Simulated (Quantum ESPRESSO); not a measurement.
# Carrying a functional's shift from two faces of Al to a third

How the rows were computed: Quantum ESPRESSO 7.5 (pw.x, pp.x), PseudoDojo norm-conserving files, cold smearing of 0.02 Ry; slabs at the tabulated lattice constant, relaxed under PBE by Ansatz 0.2.0; both functionals on the same atoms. Work functions in eV.

| face | area an atom (Å²) | PBE | LDA |
| --- | --- | --- | --- |
| (111) | 7.10 | 4.104 | 4.266 |
| (100) | 8.20 | 4.224 | 4.366 |
| (110) | 11.60 | 4.030 | withheld |

To predict: What does LDA give for (110)?

**Worked estimate.** The shifts from PBE are 4.266 − 4.104 = +0.162 eV and 4.366 − 4.224 = +0.142 eV, +0.152 eV in the mean. A rigid shift gives 4.030 + (+0.152) = 4.182 eV.

**The withheld run.** 4.196 eV; the estimate misses by −0.014 eV. The shift is rigid within 0.03 eV, so differences between faces carry over. The measured value for this face is 4.23 eV (“Properties of real metallic surfaces: Effects of density functional semilocality and van der Waals nonlocality” (2017, arxiv:1702.08515)): PBE is off by −0.20 eV and LDA by −0.03 eV; other measurements of a face can differ by 0.1 to 0.2 eV.

Caveats: Thin, unreconstructed slabs; thickness and mesh leave some 0.05 to 0.1 eV open, which largely cancels in the shift.
